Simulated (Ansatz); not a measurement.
## How fast states decay through Rb2H2SO

Wanted: the relaxed cell of Rb2H2SO, its band edges and its decay constants. It is built by putting S for part of the O in the RbHO structure of space group P2_1/m, with the volume rescaled by atomic radii. The parent structure comes from the Materials Project.

Program: Ansatz 0.2.0. Level of theory: PBEsol DFT, plane waves, PAW files, in the first sound run; inputs show where later runs differ. Results are calculated unless marked as measured.

This is a report of a sequence of runs, with most program output left out.

The structure was built from a prototype and need not be the compound's stable phase.

## (1) Set-up

Symmetry: Pm, No. 6, monoclinic system. Conventional cell: a = 4.284 Å, b = 4.267 Å, c = 6.111 Å, α = 90.00°, β = 104.16°, γ = 90.00°. Nearest to Rb lie 4 H at 2.85 to 3.26 Å and 2 S at 2.85 to 3.39 Å and 4 O at 2.99 to 3.10 Å. Nearest to Rb lie 4 H at 2.85 to 3.26 Å and 2 O at 2.85 to 3.39 Å and 4 S at 2.99 to 3.10 Å. Nearest to H lie 1 S at 0.99 Å and 2 H at 2.32 Å and 2 O at 2.83 Å and 4 Rb at 2.85 to 3.26 Å. Nearest to H lie 1 O at 0.99 Å and 2 H at 2.32 Å and 2 S at 2.83 Å and 4 Rb at 2.85 to 3.26 Å. Nearest to S lie 3 H at 0.99 to 2.83 Å and 6 Rb at 2.85 to 3.39 Å. O has 3 H at 0.99 to 2.83 Å and 6 Rb at 2.85 to 3.39 Å nearest. It derives from RbHO. S for part of the O in the RbHO structure of space group P2_1/m. Farther neighbours and most contacts between anions are not listed.

## (2) Relaxing the new crystal

The substituted atoms don't fit the parent's cell, so cell and atoms relax together. A small smearing keeps the run stable in case the gap closes on the way.

File input.yaml:

```yaml
crystal:
  lattice:
    - [4.2835242757, 0.0, 0.0]
    - [0.0, 4.2669367316, 0.0]
    - [-1.4944659525, 0.0, 5.9255034109]
  atoms:
    - { symbol: Rb, position: [0.17333676, 0.25, 0.28828131] }
    - { symbol: Rb, position: [0.82666324, 0.75, 0.71171869] }
    - { symbol: H, position: [0.4778489, 0.25, 0.92234969] }
    - { symbol: H, position: [0.5221511, 0.75, 0.07765031] }
    - { symbol: S, position: [0.32904153, 0.25, 0.76989259] }
    - { symbol: O, position: [0.67095847, 0.75, 0.23010741] }
kpoints:
  mp_grid: { grid: [6, 6, 4] }
scf:
  occupations: { method: gaussian, width: 0.03 }
hamiltonian:
  xc: pbesol
output:
  forces: true
  stress: true
relax:
  f_tol: 0.02
  max_steps: 60
  cell: {}
```

Started as:

```
$ ansatz run input.yaml --threads 2 --pin off --max-ram 4096MiB --backend cpu --events-out ev --progress --plain --runs-dir out
```

Run time: 2.8 min. Hardware: 2 threads of Arm Neoverse V2, shared host; peak memory 0.45 GiB.

Step by step (22 of 32):

```csv
step,energy less that of the first step (eV),largest force component (eV/Å),pressure (GPa),volume (Å³)
1,0.0000,22.6209,16.32,108.30
2,-3.0202,6.4073,4.82,118.75
4,-3.6070,0.7833,-0.61,127.36
5,-3.6488,0.4570,0.40,125.89
7,-3.6688,0.0785,-0.15,127.94
8,-3.6703,0.0544,-0.08,127.56
10,-3.6712,0.0150,0.01,127.16
11*,-3.7125,0.0126,0.40,127.16
13,-3.7033,1.0531,0.09,133.03
14,-3.7180,0.2157,0.04,130.74
16,-3.7209,0.1316,-0.06,131.13
17,-3.7218,0.0488,0.04,131.04
19,-3.7220,0.0068,-0.01,131.22
20*,-3.7290,0.0074,0.03,131.22
22,-3.7304,0.0649,0.04,131.79
23,-3.7306,0.1176,-0.03,131.77
25*,-3.7313,0.0203,0.00,131.90
26,-3.7310,0.1141,0.05,131.90
28,-3.7313,0.0163,0.01,131.90
29,-3.7313,0.0033,0.01,131.93
31,-3.7314,0.0018,0.00,132.01
32*,-3.7315,0.0017,0.00,132.01
```

Relaxation steps marked * repeat the geometry before them on a plane-wave basis chosen anew for their cell, so energy and pressure can jump there. Other such steps can lie between the rows shown. Relaxation steps 4, 13, 26, 27 were tried and not accepted.

The run keeps the 2 symmetry operations that it works with, so distortions that break them were not tested.

```csv
cell as run,before,after,change
a (Å),4.284,4.167,-2.7 %
b (Å),4.267,4.519,+5.9 %
c (Å),6.111,7.111,+16.4 %
β (°),104.16,99.58,-4.4 %
volume (Å³/atom),18.05,22.00,+21.9 %
```

The atoms that moved most (Å, as changes of fractional coordinates times the final cell):

```csv
atom,dx,dy,dz,length
Rb2,-0.253,0.000,-0.477,0.540
H3,0.490,0.000,-0.196,0.528
H4,0.174,0.000,0.433,0.466
O6,-0.096,0.000,0.318,0.332
S5,-0.253,0.000,0.177,0.309
Rb1,-0.062,0.000,-0.254,0.261
```

Final coordinates:

```xyz
6
Lattice="4.1660 0.0000 0.0881 0.0000 4.5186 0.0000 -1.3316 0.0000 6.9847" Properties=species:S:1:pos:R:3 pbc="T T T"
Rb    0.2758    1.1297    1.7751
Rb    2.2436    3.3890    4.5667
H     1.2526    1.1297    6.2885
H     2.2458    3.3890    1.0210
S     0.0922    1.1297    5.5831
O     2.3932    3.3890    1.9840
```

Numbers from this step:

| Quantity | Value |
| --- | --- |
| free energy | -7914.5552 eV |
| Fermi energy | 3.776 eV |
| pressure | 0.001225 GPa |

The largest force component on a free atom ends at 0.0017 eV/Å.

## (3) Band edges

The energy window and the wavevectors of the next steps follow from the band edges, so these are searched first, off the mesh as well.

File input.yaml:

```yaml
crystal:
  lattice:
    - [4.1659554251, 0.0, 0.0881161915]
    - [0.0, 4.5186398315, 0.0]
    - [-1.3315544356, 0.0, 6.984734905]
  atoms:
    - { symbol: Rb, position: [0.146851531, 0.25, 0.2522909118] }
    - { symbol: Rb, position: [0.7445304597, 0.75, 0.644422276] }
    - { symbol: H, position: [0.5860836611, 0.25, 0.8929335291] }
    - { symbol: H, position: [0.5834504237, 0.75, 0.1388207986] }
    - { symbol: S, position: [0.276505584, 0.25, 0.7958397187] }
    - { symbol: O, position: [0.6625783405, 0.75, 0.2756927658] }
kpoints:
  mp_grid: { grid: [6, 6, 4] }
  band_path: { path: [VBM, CBM], npoints: 30 }
scf:
  occupations: { method: fixed }
hamiltonian:
  xc: pbesol
output:
  eigenvalues: true
  write_potential: true
  write_density: true
  volumetric_format: npy
  elf: true
```

Elapsed: 23 s, on 2 threads; peak memory 0.43 GiB.

This step gave:

- Fermi energy: 2.316 eV
- gap on the k-mesh: 2.920 eV
- gap on path: 2.920 eV, by band count; negative where bands overlap
- direct gap on path: 2.942 eV
- edge places on path: 0, 0.4481 1/A along the path

The electronic bands at the labelled points (eV, zero at the Fermi level (highest filled level under fixed occupations); v1 is the highest filled band, c1 the lowest empty one):

```csv
point,v4,v3,v2,v1,c1,c2,c3,c4
VBM,-0.72,-0.28,-0.03,0.00,3.76,4.48,4.89,5.92
halfway,-0.61,-0.24,-0.04,-0.03,3.30,4.24,5.53,6.08
CBM,-0.50,-0.16,-0.11,-0.02,2.92,4.18,5.80,6.54
```

ELF in the ac plane at fractional y = 0.250, with atoms of Rb and H and S within 0.2 Å of it. It is the smooth field of the valence electrons, not physical close to the nuclei.

Ten even steps from '_' (0.03 × 1e-1) to '@' (9.92 × 1e-1), each cell a mean:
```
::==**####****%%@@@@##::____
**%%%%%%####%%@@@@@@%%--__..
##%%@@%%****%%@@@@@@##::__--
%%%%%%==..--%%@@@@@@++....==
##%%**..__::######++::__..==
####**====**##**++--____..==
**##%%%%%%%%%%**==..______--
++##%%@@@@%%##**::________::
==**##%%%%%%##==..________..
..--++++++++--::____________
____........________________
____________________________
..--====--::________________
**##%%%%##++::____________--
%%%%%%%%%%%%==..________::**
%%##**##%%%%++..________++%%
##--__--%%%%**..______..**%%
##--..++%%%%++..______::##%%
%%####%%%%##::________::##%%
%%%%%%%%**--__________..++##
**##**==::______________::++
......______........______..
____..::------==****::______
```
Columns run along a (4.2 Å), rows up along c (7.1 Å). Atoms in or near the plane, at fractional coordinates: Rb at (0.15, 0.25), H at (0.59, 0.89), S at (0.28, 0.80).

Valence density in the ac plane at fractional y = 0.250, with atoms of Rb and H and S within 0.2 Å of it. It is the smooth field of the valence electrons, not physical close to the nuclei.

Ten even steps from '0' (0.0 e/Å³) to '9' (2.0 e/Å³), each cell a mean:
```
00011111110000
01223334530000
02455556630000
13542465310000
13421453100000
13444532000000
12455421000000
01222110000000
00111000000000
00000000000000
00000000000000
00000000000000
00000000000000
01221000000000
35774200000001
69997300000002
99698410000014
99797300000014
89984100000013
45541000000002
11110000000000
00000000000000
00000000000000
```
Columns run along a (4.2 Å), rows up along c (7.1 Å). Atoms in or near the plane, at fractional coordinates: Rb at (0.15, 0.25), H at (0.59, 0.89), S at (0.28, 0.80).

Electrostatic potential energy in the ac plane at fractional y = 0.250, with atoms of Rb and H and S within 0.2 Å of it. With pseudopotentials it is smooth inside the atoms' cores, unlike the true potential.

Ten even steps from '0' (-72 eV) to '9' (7 eV), each cell a mean:
```
99999999889999
99988887469999
99755576369999
98555457789999
97456468999999
97445579999999
98656799999999
99989999999999
99999999999999
99999999999999
99999999999999
99999999999999
99999999999999
98888999999999
76447899999999
51004799999998
10002799999987
10003799999986
31027899999997
76678999999998
88899999999999
99999999999999
99999999999999
```
Columns run along a (4.2 Å; values clipped at the 3rd and 97th percentile), rows up along c (7.1 Å). Atoms in or near the plane, at fractional coordinates: Rb at (0.15, 0.25), H at (0.59, 0.89), S at (0.28, 0.80).

The searched edges give 2.92 eV, as on the mesh.

## (4) Decaying states in the gap, plane (001), k-mesh 6×6×4

This step: PBEsol DFT, plane waves, PAW files; complex bands by layer matching along the plane's normal (Ansatz 0.2.0).

The same crystal is laid in a cell whose first two vectors span the (001) plane (indices of the standard conventional cell, whose axes can be ordered otherwise than in the bulk input). At fixed energy and wavevector in the plane the solver finds all kz, real and complex. A few wavevectors are listed, (0, 0) and (0.5, 0) in units of the plane's reciprocal vectors; the slowest state needn't be among them.

Edit input.yaml of step 3 so:

```diff
@@ -2,5 +2,5 @@
   lattice:
-    - [4.1659554251, 0.0, 0.0881161915]
-    - [0.0, 4.5186398315, 0.0]
-    - [-1.3315544356, 0.0, 6.984734905]
+    - [4.166887216, 0.0, 0.0]
+    - [0.0, 4.518639832, 0.0]
+    - [-1.183552117, 0.0, 7.011331064]
   atoms:
@@ -14,3 +14,2 @@
   mp_grid: { grid: [6, 6, 4] }
-  band_path: { path: [VBM, CBM], npoints: 30 }
 scf:
@@ -21,5 +20,6 @@
   eigenvalues: true
-  write_potential: true
-  write_density: true
-  volumetric_format: npy
-  elf: true
+  transmission:
+    leads: [[0, 0]]
+    kpoints: [[0.0, 0.0], [0.5, 0.0]]
+    e_range: [-1.0, 3.92]
+    de: 0.08
```

Wall time 24 s (2 threads); peak memory 0.51 GiB; 38 s of CPU time.

Numbers from this step:

```yaml
level_to_which_the_leads_are_filled: 1.460 eV from the Fermi level
decay_constant_at_the_filling_level_zone_centre: 0.3239 Å⁻¹
decay_constant_at_the_filling_level_slowest_listed_point: 0.3239 Å⁻¹
```

K parallel (0, 0); values up to 1.5 1/Å, a degenerate pair printed once or twice; energies at which all values exceed this have no row. Im kz of the slowest decaying states against energy, zero at the highest filled level on the SCF mesh:

```csv
energy (eV),decay 1 (Å⁻¹),decay 2 (Å⁻¹),decay 3 (Å⁻¹),decay 4 (Å⁻¹)
-1.00,0.305,0.664,0.720,0.992
-0.84,0.212,0.659,0.676,0.975
-0.60,0.534,0.699,0.941,1.20
-0.44,0.128,0.403,0.724,0.910
-0.20,0.248,0.680,0.789,0.977
-0.04,0.251,0.262,0.843,1.07
0.20,0.324,0.460,0.538,0.922
0.36,0.334,0.578,0.591,0.985
0.60,0.342,0.602,0.738,0.976
0.76,0.344,0.611,0.833,0.966
0.92,0.344,0.615,0.951,0.967
1.16,0.338,0.618,0.922,1.06
1.32,0.332,0.618,0.901,1.06
1.56,0.319,0.616,0.870,0.954
1.72,0.307,0.613,0.850,0.914
1.96,0.285,0.607,0.820,0.874
2.12,0.266,0.601,0.800,0.854
2.28,0.244,0.594,0.781,0.836
2.52,0.200,0.582,0.750,0.812
2.68,0.158,0.572,0.730,0.797
2.92,0.00422,0.554,0.697,0.775
3.08,0.539,0.675,0.761,1.00
3.32,0.513,0.640,0.740,0.988
3.48,0.491,0.614,0.725,0.978
3.72,0.446,0.573,0.703,0.962
3.88,0.0982,0.399,0.542,0.688
```

K parallel (0.5, 0); values up to 1.5 1/Å, a degenerate pair printed once or twice; energies at which all values exceed this have no row. Im kz of the slowest decaying states against energy, zero at the highest filled level on the SCF mesh:

```csv
energy (eV),decay 1 (Å⁻¹),decay 2 (Å⁻¹),decay 3 (Å⁻¹),decay 4 (Å⁻¹)
-1.00,0.183,0.713,0.721,0.791
-0.76,0.627,0.675,0.700,0.729
-0.52,0.230,0.383,0.526,0.651
-0.28,0.355,0.483,0.618,0.755
-0.04,0.396,0.650,0.666,0.755
0.20,0.428,0.663,0.726,0.750
0.44,0.455,0.668,0.742,0.759
0.68,0.478,0.667,0.731,0.780
0.92,0.502,0.663,0.714,0.793
1.16,0.531,0.658,0.684,0.800
1.40,0.580,0.676,0.804,-
1.72,0.548,0.689,0.805,-
1.96,0.529,0.688,0.803,-
2.20,0.511,0.684,0.798,-
2.44,0.492,0.678,0.792,1.48
2.68,0.470,0.670,0.785,1.46
2.92,0.446,0.660,0.776,1.44
3.16,0.418,0.648,0.765,1.41
3.40,0.384,0.634,0.754,1.39
3.64,0.340,0.619,0.741,1.36
3.88,0.273,0.602,0.726,1.33
```

At the listed wavevectors the last open channel is at -0.04 eV and the next at +3.00 eV on the grid. At +1.48 eV, the grid energy nearest the filling level (the middle of the gap on the SCF mesh), the slowest state at the listed wavevectors decays with κ = 0.324 Å⁻¹, its amplitude falling by e over 3.1 Å. Through 1 nm of this crystal that state's transmission falls by exp(−2 × 0.324 Å⁻¹ × 10 Å) = 0.0015.

## (5) Complex bands, plane (100), k-mesh 6×4×6

The same for the (100) plane, at (0, 0), (0, -0.5) and (0.5, 0), to see how the decay depends on direction.

File input.yaml:

```yaml
crystal:
  lattice:
    - [4.518639832, 0.0, 0.0]
    - [0.0, 7.110524517, 0.0]
    - [0.0, -0.69358149, 4.10875818]
  atoms:
    - { symbol: Rb, position: [0.25, 0.2522909118, 0.146851531] }
    - { symbol: Rb, position: [0.75, 0.644422276, 0.7445304597] }
    - { symbol: H, position: [0.25, 0.8929335291, 0.5860836611] }
    - { symbol: H, position: [0.75, 0.1388207986, 0.5834504237] }
    - { symbol: S, position: [0.25, 0.7958397187, 0.276505584] }
    - { symbol: O, position: [0.75, 0.2756927658, 0.6625783405] }
kpoints:
  mp_grid: { grid: [6, 4, 6] }
scf:
  occupations: { method: fixed }
hamiltonian:
  xc: pbesol
output:
  eigenvalues: true
  transmission:
    leads: [[0, 0]]
    kpoints: [[0.0, 0.0], [0.0, -0.5], [0.5, 0.0]]
    e_range: [-1.0, 3.92]
    de: 0.08
```

The job ended after 98 s (2 threads; peak memory 0.88 GiB; 2.6 min of CPU time).

This step gave:

```
decay constant at the filling level, zone centre          : 0.3082 Å⁻¹
decay constant at the filling level, slowest listed point : 0.3082 Å⁻¹
```

K parallel (0, 0); values up to 1.5 1/Å, a degenerate pair printed once or twice; energies at which all values exceed this have no row. Table of Im kz of the slowest decaying states by energy, zero at the highest filled level on the SCF mesh:

```csv
energy (eV),decay 1 (Å⁻¹),decay 2 (Å⁻¹),decay 3 (Å⁻¹),decay 4 (Å⁻¹)
-1.00,0.362,0.378,0.518,0.633
-0.84,0.267,0.310,0.446,0.581
-0.60,0.0866,0.267,0.468,0.788
-0.44,0.137,0.336,0.337,0.779
-0.20,0.255,0.433,0.766,1.02
-0.04,0.270,0.286,0.291,0.467
0.20,0.237,0.314,0.434,0.498
0.36,0.291,0.328,0.497,0.510
0.60,0.322,0.360,0.522,0.566
0.76,0.326,0.382,0.525,0.601
0.92,0.326,0.399,0.526,0.630
1.16,0.322,0.417,0.523,0.667
1.32,0.316,0.424,0.518,0.686
1.56,0.303,0.428,0.508,0.674
1.72,0.292,0.427,0.500,0.656
1.96,0.271,0.422,0.484,0.635
2.12,0.253,0.415,0.472,0.622
2.28,0.232,0.406,0.458,0.609
2.52,0.189,0.389,0.434,0.589
2.68,0.150,0.375,0.416,0.576
2.92,0.00375,0.351,0.385,0.556
3.08,0.332,0.361,0.542,0.635
3.32,0.298,0.320,0.521,0.624
3.48,0.272,0.288,0.506,0.617
3.72,0.224,0.227,0.482,0.605
3.88,0.171,0.183,0.466,0.596
```

K parallel (0, -0.5); values up to 1.5 1/Å, a degenerate pair printed once or twice; energies at which all values exceed this have no row. The Im kz of the slowest decaying states by energy, zero at the highest filled level on the SCF mesh:

```csv
energy (eV),decay 1 (Å⁻¹),decay 2 (Å⁻¹),decay 3 (Å⁻¹),decay 4 (Å⁻¹)
-1.00,0.217,0.364,0.568,0.775
-0.84,0.268,0.504,0.768,0.897
-0.60,0.171,0.172,0.300,0.307
-0.44,0.236,0.281,0.402,0.749
-0.20,0.266,0.284,0.463,0.737
-0.04,0.301,0.433,0.489,0.728
0.20,0.284,0.300,0.356,0.517
0.36,0.327,0.451,0.530,0.648
0.60,0.361,0.542,0.543,0.690
0.76,0.376,0.549,0.585,0.680
0.92,0.367,0.409,0.553,0.619
1.16,0.360,0.439,0.555,0.652
1.32,0.357,0.452,0.554,0.640
1.56,0.350,0.465,0.550,0.621
1.72,0.344,0.471,0.546,0.608
1.96,0.333,0.476,0.536,0.587
2.12,0.325,0.477,0.528,0.571
2.28,0.315,0.477,0.519,0.555
2.52,0.297,0.474,0.501,0.527
2.68,0.283,0.473,0.487,0.505
2.92,0.257,0.463,0.469,0.641
3.08,0.237,0.443,0.453,0.628
3.32,0.198,0.408,0.427,0.608
3.48,0.162,0.379,0.406,0.594
3.72,0.0656,0.324,0.370,0.572
3.88,0.274,0.342,0.557,0.732
```

[end of part 1 of 2]

[Logs are printed without paths, hosts, clocks, repeated set-up lines and the standing remarks that a program may print on its own settings, such as how far it seeks lower states.]

[Hosts, paths, dates, database ids (printed as entryN), source tags and the programs' standing remarks are cut or masked in the printed files.]
